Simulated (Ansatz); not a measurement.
**In2Au (Fm-3m): Grüneisen parameters**

Does In2Au (Fm-3m) expand much on heating, by its phonons?

Calculated with Ansatz 0.2.0; DFT PBEsol, scalar-relativistic, plane waves, PAW; PAW set soft_1.

The database entry behind the starting cell differs from other determinations of this structure, so it need not match the best structure at room temperature.

## (1) Set-up

It takes space group Fm-3m (No. 225, cubic). The conventional cell has a = 6.538 Å, b = 6.538 Å, c = 6.538 Å, α = 90.00°, β = 90.00°, γ = 90.00°. Nearest to In lie 4 Au at 2.83 Å. Nearest to Au lie 8 In at 2.83 Å. Farther neighbours, and contacts between anions beyond the nearest, are not listed.

## (2) The dispersion

Stability and thermal properties need the whole zone. Linear response on a 4×4×4 q mesh gives force constants as far as a supercell of that size would.

Contents of input.yaml:

```yaml
crystal:
  lattice:
    - [0.0, 3.2692238211, 3.2692238211]
    - [3.2692238211, 0.0, 3.2692238211]
    - [3.2692238211, 3.2692238211, 0.0]
  atoms:
    - { symbol: In, position: [0.25, 0.25, 0.25] }
    - { symbol: In, position: [0.75, 0.75, 0.75] }
    - { symbol: Au, position: [0.0, 0.0, 0.0] }
kpoints:
  mp_grid: { grid: [12, 12, 12] }
hamiltonian:
  xc: pbesol
  pseudopotentials: { kind: paw, azcp: { folder: soft_1 }, xc_functional: pbe }
scf:
  occupations: { method: methfessel_paxton, width: 0.2 }
output:
  eigenvalues: true
phonons:
  method: dfpt
  qmesh: [4, 4, 4]
  temperatures: { t_max: 1000, t_step: 50 }
  qpath:
    path:
      - [[0.0, 0.0, 0.0], [0.5, 0.0, 0.5], [0.625, 0.25, 0.625]]
      - [[0.375, 0.375, 0.75], [0.0, 0.0, 0.0], [0.5, 0.5, 0.5], [0.5, 0.25, 0.75], [0.5, 0.0, 0.5]]
    npoints: 10
```

Command:

```bash
$ ansatz run input.yaml --threads 4 --pin off --max-ram 10240MiB --backend cpu --events-out ev --progress --plain --runs-dir out
```

What it wrote:

```text
Engine: ansatz 0.2.0, aarch64-unknown-linux-gnu
Pseudopotentials: kind: paw
Pseudopotential: In, paw, valence charge 13, recommended cutoff 420 eV (normal), soft_1/In.paw.azcp
Pseudopotential: Au, paw, valence charge 19, recommended cutoff 420 eV (normal), soft_1/Au.paw.azcp
Functional definition: PBEsol
  exchange = pbesol_x
  correlation = pbesol_c
Crystal: 3 atoms, lattice volume = 69.882 Å³
Basis set: ecut = 420 eV, 1363 PW (Γ), exchange–correlation on 64×64×64 points (8 copies of the dense FFT grid, shifted against one another)
Bands: 27, of which v1, the nominal top of the filled ones, is band 23 counted from 1 (22 counted from 0)
Symmetry: 48 space group operations
k-points: 72 of 1728
Non-local potential: In, projectors of the file, l = 0: 2, l = 1: 2, l = 2: 2, l = 3: 1
Non-local potential: Au, projectors of the file, l = 0: 3, l = 1: 2, l = 2: 2, l = 3: 1
PAW form: soft (Blöchl's): semilocal exchange-correlation on the pseudo side does not see the compensation charge
PAW frozen core: In, regenerated for the run's functional, and the local potential with it (the file was generated under x = pbe(κ = 0.804, μ = 0.219515), c = pbe(β = 0.066725))
PAW frozen core: Au, regenerated for the run's functional, and the local potential with it (the file was generated under x = pbe(κ = 0.804, μ = 0.219515), c = pbe(β = 0.066725))
PAW one-centre angular grid: In, 590 points (default); XC on 64 Gauss nodes
PAW one-centre angular grid: Au, 590 points (default); XC on 64 Gauss nodes
Initial density: superposition of atomic densities (chi_scale 0.1, normalization cell, long waves kept (reshape's long-wave potential 0.00 eV rms))
Initial wavefunctions: pseudopotential atomic-orbital guess
Functional: x = pbesol(κ = 0.804, μ = 0.123457), c = pbesol(β = 0.046)
SCF iter   1: F=—  HF=-24065.717290 eV  |F-HF|=—  |Δ(HF+E_count)|=         —  Δρ=1.55e-1  dr2=2.73e1  ethr=3.10e-3  ⟨swp⟩=5.4  Hψ=7505  notcnv=0
preconditioner: auto → LDOS  [metal: Δε(μ)=0.030 eV  Ē_g=13.847 eV  σ=0.200 eV  W_gap=0.13  n_scr=14 (ndim 8)  ℏωp=27.0 eV  f_vac=0.019  D(μ)=1.33/eV (n_scr^D=8)  β→1.0]
SCF iter   2: F=—  HF=-24062.652033 eV  |F-HF|=—  |Δ(HF+E_count)|=    3.07e0  S|Δr|=    0.00e0  Δρ=1.09e-1  dr2=7.43e0  ethr=3.10e-3  ⟨swp⟩=4.0  Hψ=5614  notcnv=0  defer=14
preconditioner: auto → Kerker (q_TF=auto, 2.535 Å⁻¹)  [metal: Δε(μ)=0.094 eV  Ē_g=14.097 eV  σ=0.200 eV  W_gap=0.37  n_scr=14 (ndim 8)  ℏωp=27.0 eV  f_vac=0.028  D(μ)=1.00/eV (n_scr^D=0)  β→0.5]
SCF iter   3: F=—  HF=-24060.576366 eV  |F-HF|=—  |Δ(HF+E_count)|=    2.08e0  S|Δr|=    0.00e0  Δρ=1.93e-2  dr2=1.63e-1  ethr=3.10e-3  ⟨swp⟩=3.0  Hψ=4565  notcnv=0  defer=23
SCF iter   4: F=—  HF=-24060.543560 eV  |F-HF|=—  |Δ(HF+E_count)|=   3.28e-2  S|Δr|=    0.00e0  Δρ=5.30e-3  dr2=4.31e-2  ethr=3.61e-4  ⟨swp⟩=2.0  Hψ=4402  notcnv=0  defer=21
SCF iter   5: F=—  HF=-24060.533232 eV  |F-HF|=—  |Δ(HF+E_count)|=   1.03e-2  S|Δr|=    0.00e0  Δρ=1.28e-3  dr2=2.46e-3  ethr=9.58e-5  ⟨swp⟩=2.0  Hψ=2306  notcnv=0  defer=21
SCF iter   6: F=—  HF=-24060.532732 eV  |F-HF|=—  |Δ(HF+E_count)|=   5.01e-4  S|Δr|=    0.00e0  Δρ=2.09e-4  dr2=4.74e-5  ethr=5.46e-6  ⟨swp⟩=2.0  Hψ=2493  notcnv=0  defer=21
SCF iter   7: F=—  HF=-24060.532738 eV  |F-HF|=—  |Δ(HF+E_count)|=   6.81e-6  S|Δr|=    0.00e0  Δρ=1.05e-4  dr2=1.85e-5  ethr=1.05e-7  ⟨swp⟩=2.0  Hψ=3258  notcnv=0  defer=21
SCF iter   8: F=—  HF=-24060.532761 eV  |F-HF|=—  |Δ(HF+E_count)|=   2.30e-5  S|Δr|=    0.00e0  Δρ=5.35e-5  dr2=5.55e-6  ethr=4.12e-8  ⟨swp⟩=2.0  Hψ=2215  notcnv=0  defer=21
SCF iter   9: F=—  HF=-24060.532750 eV  |F-HF|=—  |Δ(HF+E_count)|=   1.17e-5  S|Δr|=    0.00e0  Δρ=1.74e-5  dr2=5.20e-7  ethr=1.23e-8  ⟨swp⟩=2.0  Hψ=2481  notcnv=0  defer=21
SCF iter  10: F=—  HF=-24060.532754 eV  |F-HF|=—  |Δ(HF+E_count)|=   4.31e-6  S|Δr|=    0.00e0  Δρ=1.68e-6  dr2=3.16e-9  ethr=1.16e-9  ⟨swp⟩=2.0  Hψ=2509  notcnv=0  defer=21
SCF iter  11: F=—  HF=-24060.532754 eV  |F-HF|=—  |Δ(HF+E_count)|=   1.04e-9  S|Δr|=    0.00e0  Δρ=2.50e-7  dr2=3.01e-11  ethr=7.03e-12  ⟨swp⟩=2.0  Hψ=2559  notcnv=0  defer=21
SCF iter  12: F=-24060.532754 eV  HF=-24060.532754 eV  |F-HF|=1.46e-11  |Δ(HF+E_count)|=  8.00e-11  S|Δr|=    0.00e0  Δρ=4.86e-8  dr2=1.56e-12  ethr=1.00e-12  ⟨swp⟩=6.6  Hψ=9053  notcnv=0
SCF 1 converged in 12 iterations: F = -24060.532754 eV  dr2 = 1.56e-12
  greatest PAW one-centre occupation: 1.000 electrons in one spin orbital (limit 2), on the Au atom at site 2 (counted from 0), in its partial waves of l = 0
phonons: the bands overlap, so this run is a metal and interpolates without the dipole-dipole term. If the crystal is really an insulator or semiconductor, its LO-TO splitting is missing
NSCF: frozen V_eff on 72 k-points
WARN: eigensolver did not converge in 2 slots of this pass, the one above among them; of largest residual over every band (k=8): 1 band(s) unlocked (lowest unlocked band 26, counted from 0; max residual 1.56e-4 eV among the unlocked bands, 1.56e-4 eV over every band); of lowest unlocked band (k=8): band 26
NSCF: frozen V_eff on 163 k-points
DFPT response loops at q = (0, 0, 0) (fractional): preconditioner auto → Kerker (q_TF=auto, 2.535 Å⁻¹) (partly filled bands, converged f_vac=0.042); β = 1.00, the filter's whole step (`scf.mixing.beta` (0.50) is not read by the response loops under this deck's `scf.mixing.preconditioner`; to damp them name `kerker` or `kerker_dos`, under which they read `scf.mixing.beta`, and type it under 1.00, their step now; both keys bind the ground state too); Broyden in place of MSR1
NSCF: frozen V_eff on 1872 k-points
DFPT response loops at q = (0, 0, 0.25) (fractional): mixed as the last ones told, above
NSCF: frozen V_eff on 952 k-points
DFPT response loops at q = (0, 0, -0.5) (fractional): mixed as the last ones told, above
NSCF: frozen V_eff on 1020 k-points
DFPT response loops at q = (0, 0.25, 0.25) (fractional): mixed as the last ones told, above
NSCF: frozen V_eff on 3456 k-points
DFPT response loops at q = (0, 0.25, -0.5) (fractional): mixed as the last ones told, above
NSCF: frozen V_eff on 1872 k-points
DFPT response loops at q = (0, 0.25, -0.25) (fractional): mixed as the last ones told, above
NSCF: frozen V_eff on 560 k-points
DFPT response loops at q = (0, -0.5, -0.5) (fractional): mixed as the last ones told, above
NSCF: frozen V_eff on 1020 k-points
DFPT response loops at q = (0.25, -0.5, -0.25) (fractional): mixed as the last ones told, above
SCF converged after 12 iterations
Stability not checked: this state was not tested for a lower state beside it, because cold or Methfessel-Paxton smearing, or corrected tetrahedra, fill the levels in a way that the test cannot read (fill_not_monotonic; see scf.lower_state_search)
Free energy (F): -24060.532754 eV
Harris-Foulkes:  -24060.532754 eV  (|F-HF|=1.46e-11)
Internal energy: -24060.530649 eV  (E = F + TS)
E sigma→0 (E₀):  -24060.532228 eV
Entropy (-TS):   -0.002105 eV (-0.702 meV/atom)
Fermi energy:    12.585788 eV
--- Per-component energies (eV) ---
  E_band       = -364.976804
  E_kinetic    = 1014.775246
  E_local      = -4579.604422  (includes V_loc(G=0)·N_el)
  E_nonlocal   = 755.611057
  E_hartree    = 1917.806925
  E_xc         = -499.181380
  E_vxc        = -442.520793  (∫ρ·V_xc dr)
  E_paw        = -17863.686408  (= ΣΔE_a)
  E_vpaw       = -948.853517  (= ΣTr[D̂ρ^β])
  E_aug_tail   = 0.001850  (compensation charges beyond the density's cutoff)
  E_ewald      = -4807.034851
  E_core_change = 0.781334  (= ΣΔE_core)
  E_smearing   = -0.002105  (= −TS)
  E_closure    = 0.000000  (closes the sum)
  Σ components = -24060.532754   (vs F -24060.532754, Δ=0.00e0)
--- Band table (eV; the first three rows and the last of 72) ---
  k-point 0: bands = [... 19 lower, 7.8392, 12.7630, 15.6084, 15.6084, 15.6084, 16.2613, 16.2613, 16.2613]
  k-point 1: bands = [... 19 lower, 7.8300, 12.6381, 14.5325, 15.2224, 15.2224, 16.2594, 16.5713, 16.5713]
  k-point 2: bands = [... 19 lower, 7.8087, 11.8549, 13.8531, 14.6655, 14.6655, 16.3654, 16.7405, 16.7405]
  k-point 71: bands = [... 19 lower, 8.0498, 8.6767, 8.6767, 10.4504, 16.1391, 16.1391, 17.5429, 18.2761]
--- Phonons (Γ-DFPT): 2 representative perturbations + reference (Σ response iterations 6) ---
  ASR residual: 2.257e-5 → 0.000e0 eV/Å²; symmetrization residual: 1.216e-5 eV/Å²
  ASR residual per site (eV/Å²): 1.48e-6 1.48e-6 2.26e-5
  Γ frequencies (cm⁻¹): 0.00 0.00 0.00 115.90 115.90 115.90 120.70 120.70 120.70
--- Phonons (arbitrary-q DFPT): 8 irreducible q on the 4×4×4 mesh ---
  q = [0.0000, 0.0000, 0.0000] (star 1, of the zone-centre solve; hermiticity 4.28e-6, symmetrization 2.04e-12): -0.00 -0.00 0.00 115.90 115.90 115.90 120.70 120.70 120.70
  q = [0.0000, 0.0000, 0.2500] (star 8, 2 solved perturbations on 936 of 1728 k-point pairs; hermiticity 3.05e-6, symmetrization 1.28e-12): 26.05 26.05 61.75 98.46 107.03 107.03 128.26 128.26 131.43
  q = [0.0000, 0.0000, -0.5000] (star 4, 2 solved perturbations on 476 of 1728 k-point pairs; hermiticity 5.16e-6, symmetrization 2.34e-6): 31.52 31.52 78.74 102.20 102.20 120.23 125.40 133.63 133.63
  q = [0.0000, 0.2500, 0.2500] (star 6, 4 solved perturbations in 1608 linear systems a pass and spin channel, the states on 510 of 1728 k-point pairs; hermiticity 1.20e-5, symmetrization 2.03e-13): 33.24 33.24 70.02 95.22 95.22 98.99 128.32 138.16 138.16
  q = [0.0000, 0.2500, -0.5000] (star 24, 4 solved perturbations in 5328 linear systems a pass and spin channel, the states on 1728 of 1728 k-point pairs; hermiticity 1.17e-5, symmetrization 8.73e-8): 44.86 53.63 73.83 85.84 89.36 108.53 134.15 141.59 141.69
  q = [0.0000, 0.2500, -0.2500] (star 12, 4 solved perturbations in 2892 linear systems a pass and spin channel, the states on 936 of 1728 k-point pairs; hermiticity 4.81e-6, symmetrization 2.92e-13): 38.12 49.30 72.82 85.32 97.11 115.33 128.10 134.11 141.74
  q = [0.0000, -0.5000, -0.5000] (star 3, 4 solved perturbations in 886 linear systems a pass and spin channel, the states on 280 of 1728 k-point pairs; hermiticity 4.10e-6, symmetrization 2.04e-7): 54.59 54.59 76.61 76.61 76.77 88.74 133.34 147.12 147.12
  q = [0.2500, -0.5000, -0.2500] (star 6, 4 solved perturbations in 1544 linear systems a pass and spin channel, the states on 510 of 1728 k-point pairs; hermiticity 3.72e-6, symmetrization 1.68e-6): 58.85 65.58 65.58 75.72 77.18 126.36 126.36 140.96 148.84
  sum rule: each row above includes the acoustic sum rule's correction from the zone centre's row sums; it moved no ω² by more than (0.18 cm⁻¹)²
  mesh force constants: q→R imaginary residual 4.74e-18; ASR residual 2.257e-5 → 0.000e0 eV/Å²; symmetrization residual 3.553e-15 eV/Å²
  interpolated dispersion: 62 rows × 9 modes
  density of states and harmonic sums: on the 16×16×16 q-mesh, interpolated from the force constants of a 4×4×4 supercell (no non-analytic term)
  largest difference from the sums on the solved wave vectors: F 1.51e-2 eV, S 1.90e-5 and C_V 3.98e-6 eV/K
  zero-point energy: 0.053152 eV/cell   skipped modes (ω ≤ 0): 3   left out of the sums: 8.14e-5 of the cell's modes: C_V's classical limit lies that fraction below 3 k_B per atom; for a crystal, a wire or a layer, F and S can be off by more, and a phonons.interpolated_qmesh denser along its periods is the remedy for the sampling
```

The job ended after 12 min (4 threads of Arm Neoverse V2, shared host; peak memory 6 GiB).

The column dr2 measures how far the density is from self-consistency, as an energy; F and HF (Harris–Foulkes) agree once it is small.

Read from the output:

```yaml
volume_per_atom: 23.29 Å³
gap_on_the_k_mesh: 0 eV
sum_rule_residual_before_enforcement: 2.26e-5 eV/Å²
lowest_frequency_on_the_path: 0 cm⁻¹
point_group: m-3m
highest_frequency_on_path_mesh_or_solved_points: 148.8 cm⁻¹
mean_frequency: 95.3 cm⁻¹
debye_temperature_second_moment: 189 K
logarithmic_mean_frequency: 86.6 cm⁻¹
highest_optical_mode_at_the_zone_centre_no_lo_to_term: 120.7 cm⁻¹
lowest_optical_zone_centre_mode: 115.9 cm⁻¹
lowest_mode_on_the_q_mesh_acoustic_modes_at_gamma_apart: 26.05 cm⁻¹
zero_point_energy_per_atom: 17.72 meV
heat_capacity_at_300_k: 24.45 J/(mol atoms K)
vibrational_entropy_at_300_k: 47.09 J/(mol atoms K)
```

Frequencies (cm⁻¹) solved at each irreducible wavevector; negative means imaginary. Frequencies by wavevector, by row:

| q in reciprocal lattice units | star | mode 1 | mode 2 | mode 3 | mode 4 | mode 5 | mode 6 | mode 7 | mode 8 | mode 9 |
| --- | --- | --- | --- | --- | --- | --- | --- | --- | --- | --- |
| 0 0 0 | 1 | 0 | 0 | 0 | 115.9 | 115.9 | 115.9 | 120.7 | 120.7 | 120.7 |
| 0 0 0.25 | 8 | 26.1 | 26.1 | 61.8 | 98.5 | 107 | 107 | 128.3 | 128.3 | 131.4 |
| 0 0 -0.5 | 4 | 31.5 | 31.5 | 78.7 | 102.2 | 102.2 | 120.2 | 125.4 | 133.6 | 133.6 |
| 0 0.25 0.25 | 6 | 33.2 | 33.2 | 70 | 95.2 | 95.2 | 99 | 128.3 | 138.2 | 138.2 |
| 0 0.25 -0.5 | 24 | 44.9 | 53.6 | 73.8 | 85.8 | 89.4 | 108.5 | 134.2 | 141.6 | 141.7 |
| 0 0.25 -0.25 | 12 | 38.1 | 49.3 | 72.8 | 85.3 | 97.1 | 115.3 | 128.1 | 134.1 | 141.7 |
| 0 -0.5 -0.5 | 3 | 54.6 | 54.6 | 76.6 | 76.6 | 76.8 | 88.7 | 133.3 | 147.1 | 147.1 |
| 0.25 -0.5 -0.25 | 6 | 58.9 | 65.6 | 65.6 | 75.7 | 77.2 | 126.4 | 126.4 | 141 | 148.8 |

Symmetry leaves 8 wavevectors to solve. The lowest mode among them, the acoustic zeros apart, lies at q = (0, 0, 0.25) and is real, 26.1 cm⁻¹.

## (3) Relaxing at another volume, volume ratio 0.97

The volume is scaled by 0.97 and held; symmetry leaves nothing to relax, so this is a single point. The modes can then be followed against volume.

input.yaml, the sections that differ from step 2:

```yaml
crystal:
  lattice:
    - [0.0, 3.2361991003, 3.2361991003]
    - [3.2361991003, 0.0, 3.2361991003]
    - [3.2361991003, 3.2361991003, 0.0]
  atoms:
    - { symbol: In, position: [0.25, 0.25, 0.25] }
    - { symbol: In, position: [0.75, 0.75, 0.75] }
    - { symbol: Au, position: [0.0, 0.0, 0.0] }
output:
  forces: true
  stress: true
  eigenvalues: true
# kpoints, hamiltonian, scf: as in step 2
# phonons: removed
```

What it wrote:

```text
[...]
Crystal: 3 atoms, lattice volume = 67.785 Å³
Basis set: ecut = 420 eV, 1363 PW (Γ), exchange–correlation on 64×64×64 points (8 copies of the dense FFT grid, shifted against one another)
Bands: 27, of which v1, the nominal top of the filled ones, is band 23 counted from 1 (22 counted from 0)
Symmetry: 48 space group operations
[...]
k-points: 72 of 1728
[...]
--- Band table (eV; the first three rows and the last of 72) ---
  k-point 0: bands = [... 19 lower, 8.2554, 13.4603, 16.2217, 16.2217, 16.2217, 16.8600, 16.8600, 16.8600]
  k-point 1: bands = [... 19 lower, 8.2454, 13.3182, 15.1239, 15.8141, 15.8141, 16.9238, 17.1901, 17.1901]
  k-point 2: bands = [... 19 lower, 8.2221, 12.4473, 14.4958, 15.2361, 15.2361, 17.0393, 17.3635, 17.3635]
  k-point 71: bands = [... 19 lower, 8.4770, 9.1313, 9.1313, 10.8974, 16.7975, 16.7975, 18.1925, 18.8575]
[key lines of the parts left out:]
SCF converged after 8 iterations
Free energy (F): -24060.518661 eV
Fermi energy:    13.134433 eV
P = ⅓ Tr σ = 2.2420 GPa (22.420 kbar)
```

Elapsed: 1.8 s, on 4 threads; peak memory 0.42 GiB; 6.6 s of CPU time.

This step gave:

```
pressure        : 2.242 GPa
volume per atom : 22.60 Å³
```

The run ends at a pressure of 2.24 GPa.

## (4) Phonons at the other volume, volume ratio 0.97

The phonons are repeated at this volume on the same meshes, so that differences come from the volume alone.

input.yaml: that of step 3 with these lines changed.

```diff
@@ -17,4 +17,11 @@
 output:
-  forces: true
-  stress: true
   eigenvalues: true
+phonons:
+  method: dfpt
+  qmesh: [4, 4, 4]
+  temperatures: { t_max: 1000, t_step: 50 }
+  qpath:
+    path:
+      - [[0.0, 0.0, 0.0], [0.5, 0.0, 0.5], [0.625, 0.25, 0.625]]
+      - [[0.375, 0.375, 0.75], [0.0, 0.0, 0.0], [0.5, 0.5, 0.5], [0.5, 0.25, 0.75], [0.5, 0.0, 0.5]]
+    npoints: 10
```

What it wrote:

```text
[...]
Crystal: 3 atoms, lattice volume = 67.785 Å³
Basis set: ecut = 420 eV, 1363 PW (Γ), exchange–correlation on 64×64×64 points (8 copies of the dense FFT grid, shifted against one another)
Bands: 27, of which v1, the nominal top of the filled ones, is band 23 counted from 1 (22 counted from 0)
Symmetry: 48 space group operations
k-points: 72 of 1728
[...]
SCF iter   1: F=—  HF=-24065.659500 eV  |F-HF|=—  |Δ(HF+E_count)|=         —  Δρ=1.56e-1  dr2=2.64e1  ethr=3.10e-3  ⟨swp⟩=5.4  Hψ=7535  notcnv=0
[...]
SCF iter  10: F=-24060.518661 eV  HF=-24060.518661 eV  |F-HF|=3.64e-12  |Δ(HF+E_count)|=  6.18e-11  S|Δr|=    0.00e0  Δρ=7.42e-8  dr2=6.91e-12  ethr=1.00e-12  ⟨swp⟩=6.2  Hψ=9827  notcnv=0
SCF 1 converged in 10 iterations: F = -24060.518661 eV  dr2 = 6.91e-12
[...]
NSCF: frozen V_eff on 72 k-points
[...]
SCF converged after 10 iterations
[...]
Free energy (F): -24060.518661 eV
[...]
Internal energy: -24060.517335 eV  (E = F + TS)
E sigma→0 (E₀):  -24060.518330 eV
Entropy (-TS):   -0.001326 eV (-0.442 meV/atom)
Fermi energy:    13.134441 eV
[...]
--- Band table (eV; the first three rows and the last of 72) ---
  k-point 0: bands = [... 19 lower, 8.2554, 13.4603, 16.2217, 16.2217, 16.2217, 16.8600, 16.8600, 16.8600]
  k-point 1: bands = [... 19 lower, 8.2454, 13.3182, 15.1239, 15.8141, 15.8141, 16.9238, 17.1901, 17.1901]
  k-point 2: bands = [... 19 lower, 8.2221, 12.4473, 14.4959, 15.2361, 15.2361, 17.0393, 17.3635, 17.3635]
  k-point 71: bands = [... 19 lower, 8.4771, 9.1313, 9.1313, 10.8974, 16.7975, 16.7975, 18.1925, 18.8575]
[...]
ASR residual: 1.127e-4 → 0.000e0 eV/Å²; symmetrization residual: 1.014e-5 eV/Å²
  ASR residual per site (eV/Å²): 1.99e-6 1.99e-6 1.13e-4
  Γ frequencies (cm⁻¹): 0.00 0.00 0.00 123.35 123.35 123.35 129.99 129.99 129.99
--- Phonons (arbitrary-q DFPT): 8 irreducible q on the 4×4×4 mesh ---
[...]
interpolated dispersion: 62 rows × 9 modes
[...]
```

It took 12 min on 4 threads; peak memory 5.9 GiB.

Numbers from this step:

* sum-rule residual before enforcement: 1.13e-4 eV/Å²
* highest frequency on path, mesh or solved points: 159.7 cm⁻¹
* mean frequency: 101.8 cm⁻¹
* Debye temperature (second moment): 203 K
* logarithmic mean frequency: 92.2 cm⁻¹
* highest optical mode at the zone centre (no LO-TO term): 130.0 cm⁻¹
* lowest optical zone-centre mode: 123.3 cm⁻¹
* lowest mode on the q mesh (acoustic modes at Γ apart): 26.62 cm⁻¹
* zero-point energy per atom: 18.94 meV
* heat capacity at 300 K: 24.38 J/(mol atoms K)
* vibrational entropy at 300 K: 45.59 J/(mol atoms K)

Frequencies (cm⁻¹) solved at each irreducible wavevector; negative means imaginary. Frequencies by wavevector, by row:

| q in reciprocal lattice units | star | mode 1 | mode 2 | mode 3 | mode 4 | mode 5 | mode 6 | mode 7 | mode 8 | mode 9 |
| --- | --- | --- | --- | --- | --- | --- | --- | --- | --- | --- |
| 0 0 0 | 1 | 0 | 0 | 0 | 123.3 | 123.3 | 123.3 | 130 | 130 | 130 |
| 0 0 0.25 | 8 | 26.6 | 26.6 | 65.2 | 105.7 | 114.4 | 114.4 | 138 | 138 | 140.6 |
| 0 0 -0.5 | 4 | 31.9 | 31.9 | 83.4 | 109.5 | 109.5 | 127.9 | 135.3 | 143.7 | 143.7 |
| 0 0.25 0.25 | 6 | 34.7 | 34.7 | 75.4 | 102 | 102 | 106.2 | 137.7 | 148.1 | 148.1 |
| 0 0.25 -0.5 | 24 | 45.8 | 56.2 | 78.3 | 92.8 | 96.1 | 117 | 143.3 | 151.9 | 152.1 |
| 0 0.25 -0.25 | 12 | 39.1 | 51.7 | 76.8 | 91.9 | 104.6 | 123.5 | 138.1 | 144.3 | 151.3 |
| 0 -0.5 -0.5 | 3 | 55.4 | 55.4 | 83.1 | 83.1 | 83.5 | 97 | 141.1 | 157.6 | 157.6 |
| 0.25 -0.5 -0.25 | 6 | 60.7 | 69 | 69 | 82.4 | 84 | 136.1 | 136.1 | 149.3 | 159.7 |

The highest optical mode at the zone centre (no LO-TO term) is 130.0 cm⁻¹, +9.3 cm⁻¹ against the base run.

(Continued in part 2 of 2.)

[Long decimals in the printed logs are rounded to 6 places.]

[Logs are printed without paths, hosts, clocks, repeated set-up lines and the standing remarks that a program may print on its own settings, such as how far it seeks lower states.]

[Hosts, paths, dates, database ids (printed as entryN), source tags and the programs' standing remarks are cut or masked in the printed files.]

[Where the starting crystal was built by hand or by swapping elements, it need not be the compound's stable phase.]
